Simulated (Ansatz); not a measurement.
## Ni wire along [100], 16 atoms a period: bands by functional and under strain

What gap, if any, does the Ni wire along [100], 16 atoms a period have, and how does it change with the functional and under strain?

Program: Ansatz 0.2.0. Level of theory: DFT PBE, plane waves, PAW; relaxation of a wire's period, in the first sound run; inputs show where later runs differ. Results are calculated unless marked as measured.

## (1) The starting structure

The cell holds 16 atoms: 16 Ni. Its edges and angles: a = 13.840 Å, b = 12.080 Å, c = 3.520 Å, α = 90.0°, β = 90.0°, γ = 90.0°. Vacuum lies along a and b. The structure's axis is c.

## (2) Relaxing the period

Band widths follow the bond lengths, so the wire is relaxed first. The atoms and the third cell vector are free; the box across stays fixed as vacuum. Moments are seeded so that a magnetic state can form if it lies lower. A Fermi-Dirac smearing is set since the result may be a metal. The pressure printed is a third of the stress's trace over the whole box, vacuum included; only the stress along the axis is relaxed.

input.yaml

```yaml
crystal:
  lattice:
    - [13.84, 0.0, 0.0]
    - [0.0, 12.08, 0.0]
    - [0.0, 0.0, 3.52]
  atoms:
    - { symbol: Ni, position: [0.24566474, 0.427152318, 0.0], spin: 0.8 }
    - { symbol: Ni, position: [0.37283237, 0.281456954, 0.0], spin: 0.8 }
    - { symbol: Ni, position: [0.37283237, 0.572847682, 0.0], spin: 0.8 }
    - { symbol: Ni, position: [0.5, 0.427152318, 0.0], spin: 0.8 }
    - { symbol: Ni, position: [0.5, 0.718543046, 0.0], spin: 0.8 }
    - { symbol: Ni, position: [0.62716763, 0.281456954, 0.0], spin: 0.8 }
    - { symbol: Ni, position: [0.62716763, 0.572847682, 0.0], spin: 0.8 }
    - { symbol: Ni, position: [0.75433526, 0.427152318, 0.0], spin: 0.8 }
    - { symbol: Ni, position: [0.37283237, 0.427152318, 0.5], spin: 0.8 }
    - { symbol: Ni, position: [0.37283237, 0.718543046, 0.5], spin: 0.8 }
    - { symbol: Ni, position: [0.5, 0.281456954, 0.5], spin: 0.8 }
    - { symbol: Ni, position: [0.5, 0.572847682, 0.5], spin: 0.8 }
    - { symbol: Ni, position: [0.62716763, 0.427152318, 0.5], spin: 0.8 }
    - { symbol: Ni, position: [0.62716763, 0.718543046, 0.5], spin: 0.8 }
    - { symbol: Ni, position: [0.75433526, 0.281456954, 0.5], spin: 0.8 }
    - { symbol: Ni, position: [0.75433526, 0.572847682, 0.5], spin: 0.8 }
magnetization:
  spin_polarized: true
kpoints:
  mp_grid: { grid: [1, 1, 23] }
scf:
  occupations: { method: fermi_dirac, width: 0.05 }
hamiltonian:
  xc: pbe
relax:
  cell: { fix: [a, b, alpha, beta, gamma] }
  max_steps: 60
```

On the command line:

```console
> ansatz run input.yaml --threads 4 --pin off --max-ram 16384MiB --backend cpu --events-out ev --progress --plain --runs-dir out
```

Numbers of over 12 decimals in the logs are rounded to 6 here.

The log of the run:

```text
Engine: ansatz 0.2.0, aarch64-unknown-linux-gnu
Pseudopotentials: kind: paw
Pseudopotential: Ni, paw, valence charge 18, recommended cutoff 420 eV (normal), Ni.paw.azcp
Functional definition: PBE
  parameter kappa = 0.804
  parameter beta = 0.066725
  exchange = pbe_x(kappa = kappa, mu = beta*pi^2/3)
  correlation = pbe_c(beta = beta)
Crystal: 16 atoms, lattice volume = 588.499 Å³
Basis set: ecut = 420 eV, 11445 PW (Γ), exchange–correlation on 192×162×48 points (8 copies of the dense FFT grid, shifted against one another)
Bands: 181, of which v1, the nominal top of the filled ones, is band 144 counted from 1 (143 counted from 0)
Symmetry: 2 space group operations
Space group: Pm (ITA 6), of the structure as read, at distance tolerance 8.4e-5 Å
Magnetic group: BNS 6.18 (UNI 25), of the structure as read, at distance tolerance 8.4e-5 Å
k-points: 12 of 23
Non-local potential: Ni, projectors of the file, l = 0: 3, l = 1: 2, l = 2: 3, l = 3: 1
PAW form: soft (Blöchl's): semilocal exchange-correlation on the pseudo side does not see the compensation charge
PAW one-centre angular grid: Ni, 590 points (default); XC on 64 Gauss nodes
Initial density: superposition of atomic densities (neutral atoms: chi_scale 0, normalization atom)
Starting moments: Σ|m| = 12.8 μB on 16 of 16 sites
Initial wavefunctions: pseudopotential atomic-orbital guess
Functional: x = pbe(κ = 0.804, μ = 0.219515), c = pbe(β = 0.066725)
SCF iter   1: F=—  HF=-93404.476445 eV  |F-HF|=—  |Δ(HF+E_count)|=         —  Δρ=2.65e-2 (↑2.65e-2 ↓1.82e-2)  dr2=2.98e1  dr2_m=1.02e0  M=13.346 μB ∫|m|=13.941 μB  β_m=0.30  ethr=3.10e-3  ⟨swp⟩=7.5  Hψ=19462  notcnv=0  defer=323
Mixer restart at iter 1: flushing history
preconditioner: auto → LDOS  [metal: Δε(μ)=0.004 eV  Ē_g=6.130 eV  σ=0.050 eV  W_gap=0.02  n_scr=152 (ndim 8)  ℏωp=19.4 eV  f_vac=0.565  D(μ)=42.12/eV (n_scr^D=422)]
spin=Collinear: LDOS preconditioning applied to the charge; magnetization (m = ρ↑ − ρ↓) channel mixes plain (no charge-response kernel on spin).
SCF iter   2: F=—  HF=-93407.636681 eV  |F-HF|=—  |Δ(HF+E_count)|=    3.16e0  Δρ=2.30e-2 (↑2.30e-2 ↓1.20e-2)  dr2=8.09e0  dr2_m=5.47e-1  M=13.224 μB ∫|m|=14.043 μB  β_m=0.39  ethr=3.10e-3  ⟨swp⟩=2.1  Hψ=7199  notcnv=0  defer=490
SCF iter   3: F=—  HF=-93416.377146 eV  |F-HF|=—  |Δ(HF+E_count)|=    8.74e0  Δρ=7.87e-3 (↑6.04e-3 ↓7.87e-3)  dr2=5.84e-1  dr2_m=1.68e-1  M=13.199 μB ∫|m|=14.294 μB  β_m=0.41  ethr=2.81e-3  ⟨swp⟩=2.6  Hψ=7071  notcnv=0  defer=495
SCF iter   4: F=—  HF=-93419.240993 eV  |F-HF|=—  |Δ(HF+E_count)|=    2.86e0  Δρ=5.76e-3 (↑5.76e-3 ↓4.26e-3)  dr2=4.05e-1  dr2_m=2.38e-2  M=12.801 μB ∫|m|=14.155 μB  β_m=0.67  ethr=2.03e-4  ⟨swp⟩=2.8  Hψ=6790  notcnv=0  defer=495
SCF iter   5: F=—  HF=-93420.968317 eV  |F-HF|=—  |Δ(HF+E_count)|=    1.73e0  Δρ=3.90e-3 (↑3.01e-3 ↓3.90e-3)  dr2=1.56e-1  dr2_m=2.39e-2  M=12.272 μB ∫|m|=13.903 μB  β_m=0.65  ethr=1.41e-4  ⟨swp⟩=2.9  Hψ=8061  notcnv=0  defer=501
SCF iter   6: F=—  HF=-93420.999827 eV  |F-HF|=—  |Δ(HF+E_count)|=         —  Δρ=5.51e-3 (↑1.59e-3 ↓5.51e-3)  dr2=9.64e-2  dr2_m=6.38e-2  M=11.874 μB ∫|m|=13.477 μB  β_m=0.65  ethr=5.40e-5  ⟨swp⟩=2.0  Hψ=6860  notcnv=0  defer=519
SCF iter   7: F=—  HF=-93421.000599 eV  |F-HF|=—  |Δ(HF+E_count)|=   7.72e-4  Δρ=2.59e-3 (↑8.35e-4 ↓2.59e-3)  dr2=2.47e-2  dr2_m=1.17e-2  M=11.867 μB ∫|m|=13.445 μB  β_m=0.82  ethr=3.35e-5  ⟨swp⟩=2.2  Hψ=5453  notcnv=0  defer=519
SCF iter   8: F=—  HF=-93421.015337 eV  |F-HF|=—  |Δ(HF+E_count)|=   1.47e-2  Δρ=1.37e-3 (↑6.60e-4 ↓1.37e-3)  dr2=1.55e-2  dr2_m=9.45e-4  M=11.809 μB ∫|m|=13.377 μB  β_m=0.70  ethr=8.56e-6  ⟨swp⟩=2.1  Hψ=8039  notcnv=0  defer=519
SCF iter   9: F=—  HF=-93421.013592 eV  |F-HF|=—  |Δ(HF+E_count)|=   1.75e-3  Δρ=3.13e-4 (↑1.79e-4 ↓3.13e-4)  dr2=6.28e-4  dr2_m=1.21e-4  M=11.802 μB ∫|m|=13.373 μB  β_m=0.72  ethr=5.38e-6  ⟨swp⟩=2.0  Hψ=7193  notcnv=0  defer=519
SCF iter  10: F=—  HF=-93421.013540 eV  |F-HF|=—  |Δ(HF+E_count)|=   5.19e-5  Δρ=2.08e-4 (↑1.19e-4 ↓2.08e-4)  dr2=3.31e-4  dr2_m=2.69e-5  M=11.799 μB ∫|m|=13.370 μB  β_m=0.62  ethr=2.18e-7  ⟨swp⟩=2.4  Hψ=7766  notcnv=0  defer=519
SCF iter  11: F=—  HF=-93421.013474 eV  |F-HF|=—  |Δ(HF+E_count)|=   6.60e-5  Δρ=7.98e-5 (↑3.90e-5 ↓7.98e-5)  dr2=3.65e-5  dr2_m=6.96e-6  M=11.799 μB ∫|m|=13.369 μB  β_m=0.62  ethr=1.15e-7  ⟨swp⟩=2.0  Hψ=7143  notcnv=0  defer=519
SCF iter  12: F=—  HF=-93421.013478 eV  |F-HF|=—  |Δ(HF+E_count)|=   4.03e-6  Δρ=4.05e-5 (↑1.68e-5 ↓4.05e-5)  dr2=4.51e-6  dr2_m=2.56e-6  M=11.800 μB ∫|m|=13.369 μB  β_m=0.78  ethr=1.27e-8  ⟨swp⟩=2.1  Hψ=6823  notcnv=0  defer=519
SCF iter  13: F=—  HF=-93421.013483 eV  |F-HF|=—  |Δ(HF+E_count)|=   4.88e-6  Δρ=2.94e-5 (↑1.76e-5 ↓2.94e-5)  dr2=6.41e-6  dr2_m=6.30e-7  M=11.800 μB ∫|m|=13.368 μB  β_m=0.69  ethr=1.57e-9  ⟨swp⟩=2.5  Hψ=7973  notcnv=0  defer=519
SCF iter  14: F=—  HF=-93421.013482 eV  |F-HF|=—  |Δ(HF+E_count)|=   1.05e-6  Δρ=1.60e-5 (↑7.09e-6 ↓1.60e-5)  dr2=1.13e-6  dr2_m=3.43e-7  M=11.800 μB ∫|m|=13.368 μB  β_m=0.74  ethr=1.57e-9  ⟨swp⟩=2.0  Hψ=7808  notcnv=0  defer=519
SCF iter  15: F=—  HF=-93421.013482 eV  |F-HF|=—  |Δ(HF+E_count)|=   1.31e-7  Δρ=7.50e-6 (↑3.65e-6 ↓7.50e-6)  dr2=2.63e-7  dr2_m=8.35e-8  M=11.800 μB ∫|m|=13.369 μB  β_m=0.75  ethr=3.92e-10  ⟨swp⟩=2.2  Hψ=6818  notcnv=0  defer=519
SCF iter  16: F=—  HF=-93421.013482 eV  |F-HF|=—  |Δ(HF+E_count)|=   3.16e-8  Δρ=4.22e-6 (↑2.38e-6 ↓4.22e-6)  dr2=1.34e-7  dr2_m=1.32e-8  M=11.800 μB ∫|m|=13.368 μB  β_m=0.73  ethr=9.12e-11  ⟨swp⟩=2.3  Hψ=7605  notcnv=0  defer=519
SCF iter  17: F=—  HF=-93421.013482 eV  |F-HF|=—  |Δ(HF+E_count)|=   1.31e-8  Δρ=2.03e-6 (↑1.27e-6 ↓2.03e-6)  dr2=3.18e-8  dr2_m=3.57e-9  M=11.800 μB ∫|m|=13.368 μB  β_m=0.70  ethr=4.64e-11  ⟨swp⟩=2.0  Hψ=6281  notcnv=0  defer=519
SCF iter  18: F=-93421.013482 eV  HF=-93421.013482 eV  |F-HF|=5.47e-8  |Δ(HF+E_count)|=   1.37e-9  Δρ=2.52e-6 (↑9.63e-7 ↓2.52e-6)  dr2=5.64e-8  dr2_m=4.80e-9  M=11.800 μB ∫|m|=13.368 μB  ethr=1.10e-11  ⟨swp⟩=3.0  Hψ=16506  notcnv=0
SCF 1 converged in 18 iterations: F = -93421.013482 eV  dr2 = 5.64e-8
  greatest PAW one-centre occupation: 1.002 electrons in one spin orbital (limit 2), on the Ni atom at site 0 (counted from 0), in its partial waves of l = 1
relax step   1: F+E_penalty+E_count = -93421.01348170 eV  Δ(F+E_penalty+E_count) = +0.000e0 eV  max|allowed force component| = 1.389e0 eV/Å  Δτ_max = 0.0000 Å  P = -3.415 GPa  Ω = 588.499 Å³  fix = [a, b, alpha, beta, gamma]  reactions: a -3.054, b -2.669 GPa; gamma +0.017 GPa/rad  (18 SCF iters, dr2 threshold 1.00e-7 eV, accepted)
Crystal: 16 atoms, lattice volume = 575.487 Å³
[...]
SCF iter   6: F=—  HF=-93425.050239 eV  |F-HF|=—  |Δ(HF+E_count)|=   1.79e-5  Δρ=3.14e-5 (↑3.14e-5 ↓1.54e-5)  dr2=3.31e-6  dr2_m=1.64e-6  M=11.240 μB ∫|m|=12.791 μB  β_m=0.60  ethr=2.89e-8  ⟨swp⟩=2.0  Hψ=5412  notcnv=0
SCF iter   7: F=—  HF=-93425.050241 eV  |F-HF|=—  |Δ(HF+E_count)|=   1.30e-6  Δρ=9.51e-6 (↑7.92e-6 ↓9.51e-6)  dr2=6.40e-7  dr2_m=1.58e-7  M=11.239 μB ∫|m|=12.788 μB  β_m=0.62  ethr=1.15e-9  ⟨swp⟩=2.0  Hψ=6470  notcnv=0
SCF iter   8: F=—  HF=-93425.050241 eV  |F-HF|=—  |Δ(HF+E_count)|=   1.33e-8  Δρ=5.89e-6 (↑5.89e-6 ↓3.76e-6)  dr2=1.95e-7  dr2_m=2.08e-8  M=11.239 μB ∫|m|=12.788 μB  β_m=0.56  ethr=2.22e-10  ⟨swp⟩=2.0  Hψ=7097  notcnv=0
SCF iter   9: F=—  HF=-93425.050241 eV  |F-HF|=—  |Δ(HF+E_count)|=   2.64e-8  Δρ=2.58e-6 (↑1.51e-6 ↓2.58e-6)  dr2=2.17e-8  dr2_m=7.69e-9  M=11.239 μB ∫|m|=12.788 μB  β_m=0.56  ethr=6.78e-11  ⟨swp⟩=2.2  Hψ=7346  notcnv=0
SCF iter  10: F=—  HF=-93425.050241 eV  |F-HF|=—  |Δ(HF+E_count)|=   3.07e-9  Δρ=1.00e-6 (↑7.47e-7 ↓1.00e-6)  dr2=3.52e-9  dr2_m=1.80e-9  M=11.239 μB ∫|m|=12.788 μB  β_m=0.70  ethr=7.54e-12  ⟨swp⟩=2.9  Hψ=8389  notcnv=0
SCF iter  11: F=—  HF=-93425.050241 eV  |F-HF|=—  |Δ(HF+E_count)|=   1.79e-8  Δρ=7.47e-7 (↑7.13e-7 ↓7.47e-7)  dr2=4.26e-9  dr2_m=6.24e-10  M=11.239 μB ∫|m|=12.788 μB  β_m=0.62  ethr=1.22e-12  ⟨swp⟩=2.5  Hψ=8027  notcnv=0
SCF iter  12: F=—  HF=-93425.050241 eV  |F-HF|=—  |Δ(HF+E_count)|=  8.59e-10  Δρ=4.31e-7 (↑2.92e-7 ↓4.31e-7)  dr2=6.85e-10  dr2_m=3.00e-10  M=11.239 μB ∫|m|=12.788 μB  β_m=0.72  ethr=1.22e-12  ⟨swp⟩=2.0  Hψ=7706  notcnv=0
SCF iter  13: F=—  HF=-93425.050241 eV  |F-HF|=—  |Δ(HF+E_count)|=  4.22e-10  Δρ=2.40e-7 (↑2.40e-7 ↓2.21e-7)  dr2=4.63e-10  dr2_m=3.90e-11  M=11.239 μB ∫|m|=12.788 μB  β_m=0.65  ethr=1.00e-12  ⟨swp⟩=2.0  Hψ=6172  notcnv=0
SCF iter  14: F=—  HF=-93425.050241 eV  |F-HF|=—  |Δ(HF+E_count)|=  1.31e-10  Δρ=1.24e-7 (↑7.86e-8 ↓1.24e-7)  dr2=7.63e-11  dr2_m=1.26e-11  M=11.239 μB ∫|m|=12.788 μB  β_m=0.61  ethr=1.00e-12  ⟨swp⟩=2.1  Hψ=5606  notcnv=0
SCF iter  15: F=—  HF=-93425.050241 eV  |F-HF|=—  |Δ(HF+E_count)|=  1.46e-11  Δρ=1.39e-7 (↑2.56e-8 ↓1.39e-7)  dr2=1.76e-10  dr2_m=1.56e-11  M=11.239 μB ∫|m|=12.788 μB  β_m=0.73  ethr=1.00e-12  ⟨swp⟩=1.0  Hψ=4344  notcnv=0
SCF iter  16: F=-93425.050241 eV  HF=-93425.050241 eV  |F-HF|=8.73e-11  |Δ(HF+E_count)|=  1.02e-10  Δρ=6.30e-8 (↑2.76e-8 ↓6.30e-8)  dr2=2.43e-11  dr2_m=3.43e-12  M=11.239 μB ∫|m|=12.788 μB  ethr=1.00e-12  ⟨swp⟩=3.0  Hψ=12970  notcnv=0
SCF 14 converged in 16 iterations: F = -93425.050241 eV  dr2 = 2.43e-11
  greatest PAW one-centre occupation: 1.001 electrons in one spin orbital (limit 2), on the Ni atom at site 0 (counted from 0), in its partial waves of l = 1
relax step  14: F+E_penalty+E_count = -93425.05024054 eV  Δ(F+E_penalty+E_count) = +2.393e-2 eV  max|allowed force component| = 3.844e-3 eV/Å  Δτ_max = 0.0000 Å  P = -0.017 GPa  Ω = 405.232 Å³  fix = [a, b, alpha, beta, gamma]  reactions: a -0.040, b -0.010 GPa; gamma -0.007 GPa/rad  stress off target by 3.05e-3 GPa on what of the cell is left free  SCF on the basis re-selected at this cell (its energy is not comparable with the rows above)  (16 SCF iters)
basis re-selected at this cell: Δ(F+E_penalty+E_count) = +2.393e-2 eV, ΔP = +0.006 GPa vs the last step (what re-selecting the basis moved, of the pressure what is left beyond the Pulay correction that the steps carried, after the strain that the cell walked since its last selection, with what the two solves' SCF thresholds leave and, on support functions, any second-order correction that the steps lacked; it is no measure of the basis error at this ecutwfc). The dense FFT grid was sized anew with the basis: this SCF ran on 96×81×18 points, the steps before it on 96×81×24, so part of this shift can come from that change (see relax.cell in the input reference). [rest of the remark cut]
SCF converged after 16 iterations
Magnetization: 11.2389 μB (149.6195 up, 138.3805 down)
Absolute magnetization: 12.7997 μB (∫|ρ↑−ρ↓|, with the PAW one-centre terms)
Spin contamination: 0.1694 ħ² per cell (⟨S²⟩ above its minimum at these occupations)
Per-site moments (μB) at R_I (Å): [(0.795179, 0.992811), (0.770394, 0.993536), (0.743648, 0.992811), (0.714640, 0.999827), (0.737289, 0.999827), (0.725775, 0.999827), (0.718073, 0.998512), (0.735717, 0.999827), (0.677820, 0.994099), (0.764851, 0.972712), (0.703593, 0.999827), (0.755457, 0.972712), (0.789359, 0.976411), (0.750430, 0.998512), (0.743391, 0.976411), (0.739447, 0.999827)]
Free energy (F): -93425.050241 eV
Harris-Foulkes:  -93425.050241 eV  (|F-HF|=8.73e-11)
Internal energy: -93424.772107 eV  (E = F + TS)
E sigma→0 (E₀):  -93424.911174 eV
Entropy (-TS):   -0.278134 eV (-17.383 meV/atom)
Fermi energy:    5.250893 eV
--- Per-component energies (eV) ---
  E_band       = -8217.198218
  E_kinetic    = 4511.442513
  E_local      = -222115.956581  (includes V_loc(G=0)·N_el)
  E_nonlocal   = 10209.321795
  E_hartree    = 104683.190072
  E_xc         = -1340.855997
  E_vxc        = -1727.370592  (∫ρ·V_xc dr)
  E_paw        = -26107.163801  (= ΣΔE_a)
  E_vpaw       = -8461.024883  (= ΣTr[D̂ρ^β])
  E_aug_tail   = 0.008849  (compensation charges beyond the density's cutoff)
  E_ewald      = 36735.241043
  E_smearing   = -0.278134  (= −TS)
  E_closure    = 0.000000  (closes the sum)
  Σ components = -93425.050241   (vs F -93425.050241, Δ=0.00e0)
--- Forces (eV/Å), atoms counted from 1 ---
  atom   1  Ni    -0.00251943    -0.00056596     0.00000000
  atom   2  Ni    -0.00027631    -0.00202133     0.00000000
  atom   3  Ni     0.00017377     0.00064163     0.00000000
  atom   4  Ni     0.00249181    -0.00144020     0.00000000
  atom   5  Ni     0.00062929     0.00208991     0.00000000
  atom   6  Ni    -0.00016318    -0.00120541     0.00000000
  atom   7  Ni    -0.00200716    -0.00384447     0.00000000
  atom   8  Ni     0.00046353     0.00139314     0.00000000
  atom   9  Ni     0.00155726     0.00257152     0.00000000
  atom  10  Ni    -0.00227746     0.00130176     0.00000000
  atom  11  Ni     0.00138568     0.00068279     0.00000000
  atom  12  Ni     0.00029320    -0.00137417     0.00000000
  atom  13  Ni    -0.00186722    -0.00002304     0.00000000
  atom  14  Ni    -0.00015705     0.00058435     0.00000000
  atom  15  Ni    -0.00074613    -0.00109323     0.00000000
  atom  16  Ni     0.00301816     0.00230277     0.00000000
  max |Σ_I F_I| component: 1.26e-6 eV/Å
--- Stress (GPa, compression-positive) ---
       -0.039610       0.006646       0.000000
        0.006646      -0.009756       0.000000
        0.000000       0.000000      -0.003051
  P = ⅓ Tr σ = -0.0175 GPa (-0.175 kbar)
--- Relaxed structure (13 steps of the walk, 13 accepted, 1 SCFs on fresh bases) ---
  F+E_penalty+E_count = -93425.05024054 eV   max|allowed force component| = 3.844e-3 eV/Å   (the final SCF, on the basis selected at the relaxed cell)
  cell:  # Å, volume = 405.2321 Å³
    - [13.84, 0, 0.0]
    - [0, 12.08, 0.0]
    - [0.0, 0.0, 2.423822]
  atoms:
    - { symbol: Ni, position: [0.215564, 0.406888, 0.0] }
    - { symbol: Ni, position: [0.322396, 0.249492, 0.0] }
    - { symbol: Ni, position: [0.304515, 0.578091, 0.0] }
    - { symbol: Ni, position: [0.520783, 0.416698, 0.0] }
    - { symbol: Ni, position: [0.512958, 0.755362, 0.0] }
    - { symbol: Ni, position: [0.627249, 0.252464, 0.0] }
    - { symbol: Ni, position: [0.618910, 0.589975, 0.0] }
    - { symbol: Ni, position: [0.828447, 0.433962, 0.0] }
    - { symbol: Ni, position: [0.366062, 0.414513, 0.500000] }
    - { symbol: Ni, position: [0.361207, 0.740200, 0.500000] }
    - { symbol: Ni, position: [0.474391, 0.246142, 0.500000] }
    - { symbol: Ni, position: [0.463093, 0.583741, 0.500000] }
    - { symbol: Ni, position: [0.676111, 0.423014, 0.500000] }
    - { symbol: Ni, position: [0.664770, 0.755288, 0.500000] }
    - { symbol: Ni, position: [0.780071, 0.267421, 0.500000] }
    - { symbol: Ni, position: [0.772142, 0.595358, 0.500000] }
```

It took 37 min on 4 threads of Arm Neoverse V1, shared host; peak memory 3.1 GiB.

The steps of the relaxation:

```
step  energy less that of the first step (eV)  largest force component (eV/Å)  pressure (GPa)  volume (Å³)
   1                                   0.0000                          1.3888           -3.41       588.50
   2                                  -0.5621                          0.7458           -1.78       575.49
   3                                  -0.8411                          0.1339           -0.24       550.40
   4                                  -0.9834                          0.1401            0.02       520.98
   5                                  -1.1619                          0.3770            0.63       499.59
   6                                  -1.7021                          0.5585            0.98       470.79
   7                                  -2.6663                          0.4306            0.78       442.32
   8                                  -3.4873                          0.4539            1.57       413.10
   9                                  -3.8434                          0.2569            0.15       408.32
  10                                  -4.0461                          0.1046           -0.13       406.06
  11                                  -4.0600                          0.0355           -0.01       405.32
  12                                  -4.0605                          0.0221           -0.03       405.17
  13                                  -4.0607                          0.0034           -0.02       405.23
 14*                                  -4.0368                          0.0038           -0.02       405.23
```

Relaxation steps marked * repeat the geometry before them on a plane-wave basis chosen anew for their cell, so energy and pressure can jump there.

Forces are held to the 2 operations that the run works with; a distortion that breaks them can't arise in this run.

```
cell as run  before  after   change
      c (Å)   3.520  2.424  -31.1 %
```

The atoms that moved most (Å, along periodic axes as changes of fractional coordinates times the final cell, across vacuum about the mean position):

```
atom      dx      dy     dz  length
 Ni8   1.026   0.082  0.000   1.029
 Ni3  -0.946   0.063  0.000   0.948
 Ni2  -0.698  -0.386  0.000   0.798
Ni14   0.520   0.444  0.000   0.684
Ni13   0.677  -0.050  0.000   0.679
Ni11  -0.354  -0.427  0.000   0.555
Ni12  -0.511   0.132  0.000   0.527
 Ni1  -0.417  -0.245  0.000   0.483
```

This step gave:

- energy at zero smearing: -93424.9112 eV
- total moment: 11.24 μB
- absolute moment: 12.80 μB
- cell length along the wire: 2.424 Å

Site moment by atom:

```
atom  site moment (μB)
 Ni1             0.795
 Ni2             0.770
 Ni3             0.744
 Ni4             0.715
 Ni5             0.737
 Ni6             0.726
 Ni7             0.718
 Ni8             0.736
 Ni9             0.678
Ni10             0.765
Ni11             0.704
Ni12             0.755
Ni13             0.789
Ni14             0.750
Ni15             0.743
Ni16             0.739
```

The cell's length comes to 2.424 Å with an absolute moment of 12.80 μB a cell. That is -31 % against the start, more than a small adjustment. 24 contacts a cell pass between under 1.1 and over 1.27 times the sum of covalent radii, so the wire has rearranged from the shape that names it.

(Continued in part 2 of 5.)

[Logs are printed without paths, hosts, clocks, repeated set-up lines and the standing remarks that a program may print on its own settings, such as how far it seeks lower states.]

[Hosts, paths, dates, database ids (printed as entryN), source tags and the programs' standing remarks are cut or masked in the printed files.]
